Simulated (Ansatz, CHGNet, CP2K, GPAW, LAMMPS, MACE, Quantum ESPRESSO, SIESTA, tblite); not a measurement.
**Amorphous Ge (61 atoms), the geometry as built**

Calculated values (GPAW 26.7.0, Kohn-Sham DFT, PBE, PAW, atomic orbitals (dzp); LCAO dzp; h 0.2 Å; other mixer settings; levels smeared at 580 K; Γ point; density 5.25 g/cm³) for the geometry as built.

Extended XYZ; positions in Å, forces in eV/Å:

```xyz
61
Lattice="11.188 0.000 0.000 0.000 11.188 0.000 0.000 0.000 11.188" Properties=species:S:1:pos:R:3:forces:R:3 pbc="T T T"
Ge 5.874 6.357 2.452 -0.166 0.544 1.004
Ge 0.627 6.305 1.507 -0.923 -0.199 -0.830
Ge 8.071 0.913 5.154 0.918 0.063 0.897
Ge 2.570 5.100 0.094 0.716 -0.579 -0.655
Ge 5.061 8.141 6.039 0.633 -0.223 0.280
Ge 4.035 5.430 3.666 0.010 -1.269 0.619
Ge 4.782 5.696 6.022 1.351 0.827 -0.851
Ge 11.030 11.169 7.457 -0.478 -0.128 -0.896
Ge 8.199 4.700 8.400 0.234 0.339 0.261
Ge 3.678 2.990 0.907 0.428 1.112 0.888
Ge 10.487 3.549 8.982 -0.842 -0.310 -1.480
Ge 5.832 2.485 11.059 0.156 -0.673 -0.144
Ge 0.700 7.261 10.154 -0.323 0.280 0.274
Ge 2.138 6.898 3.361 -0.243 0.880 0.527
Ge 0.082 2.332 6.918 0.847 0.080 1.419
Ge 2.713 10.530 4.315 0.276 1.276 -0.502
Ge 2.854 5.119 7.139 -1.890 -0.743 1.042
Ge 3.309 3.098 3.352 -1.230 1.443 -1.330
Ge 7.547 1.910 1.548 0.119 -0.042 -0.279
Ge 8.424 7.192 7.864 0.228 -1.284 -0.120
Ge 5.805 9.744 2.577 -0.053 0.526 -1.267
Ge 4.709 8.103 9.954 0.036 -0.046 -0.817
Ge 1.090 5.114 9.073 1.341 0.242 0.332
Ge 8.684 4.773 4.822 -0.835 -0.635 -0.896
Ge 2.019 10.367 0.654 0.828 -0.226 0.044
Ge 3.432 1.134 8.788 -0.798 -0.232 -0.183
Ge 5.650 0.347 9.646 0.284 0.888 0.031
Ge 6.761 4.311 6.384 0.751 -0.051 -0.554
Ge 2.242 1.507 11.016 -1.157 -1.063 -1.228
Ge 6.761 8.092 4.048 -0.459 -0.350 0.342
Ge 10.015 8.174 1.966 0.229 -0.620 -0.223
Ge 9.917 2.667 5.028 0.017 0.516 -0.955
Ge 8.445 4.141 2.199 0.940 -0.263 1.099
Ge 1.272 6.953 5.815 -0.352 -0.471 -0.358
Ge 2.696 8.984 6.026 -0.114 -0.246 1.492
Ge 2.013 10.383 7.980 1.139 -0.259 0.030
Ge 0.660 2.697 3.371 0.559 -0.640 1.017
Ge 9.954 10.559 5.161 0.306 -0.776 1.028
Ge 6.562 8.703 7.996 -1.064 0.851 -0.510
Ge 4.063 1.485 4.802 0.436 -1.599 1.041
Ge 4.097 7.107 0.935 -0.418 -0.194 -0.039
Ge 8.339 7.924 0.190 -0.373 0.394 0.844
Ge 11.014 10.335 1.593 -0.589 0.097 -0.587
Ge 6.047 1.956 6.294 -0.143 -0.203 0.392
Ge 6.437 0.822 3.454 -1.244 -0.269 -0.936
Ge 10.973 2.275 10.961 1.002 0.192 0.119
Ge 0.521 0.143 3.649 0.070 1.097 -0.208
Ge 6.432 9.625 11.122 -0.069 0.108 1.330
Ge 9.741 8.294 9.510 0.832 0.091 -0.221
Ge 7.341 0.104 7.769 -0.421 -0.650 0.266
Ge 9.385 10.705 9.141 -0.512 0.026 0.501
Ge 3.370 9.075 2.468 -0.160 0.277 -0.799
Ge 10.815 3.924 1.596 -0.079 1.087 -0.473
Ge 9.375 0.526 0.218 -0.546 -0.180 0.677
Ge 7.386 5.772 0.804 0.261 -0.589 -1.567
Ge 9.797 6.627 5.940 1.057 0.677 -0.313
Ge 2.668 2.592 6.763 -0.167 0.255 0.264
Ge 4.272 5.664 9.381 -0.145 0.465 0.084
Ge 9.222 8.395 4.201 -0.225 -0.047 0.672
Ge 2.410 8.964 9.893 -0.129 0.012 -0.171
Ge 6.394 4.571 10.029 0.192 0.308 0.543
```

The quench rate of 3 K/ps is many orders above laboratory rates, so the cell is likely richer in defects and strain than a real sample. The network of bonds at the start is that of the classical potential that made the cell, and needn't be the one that DFT or experiment would give. Only the Γ point is sampled, in a cell whose shortest periodic width is 11 Å.

The r.m.s. force component is 0.694 eV/Å; the longest force, 2.32 eV/Å, acts on Ge18.

[Logs are printed without paths, hosts, clocks, repeated set-up lines and the standing remarks that a program may print on its own settings, such as how far it seeks lower states.]

[Hosts, paths, dates, database ids (printed as entryN), source tags and the programs' standing remarks are cut or masked in the printed files.]
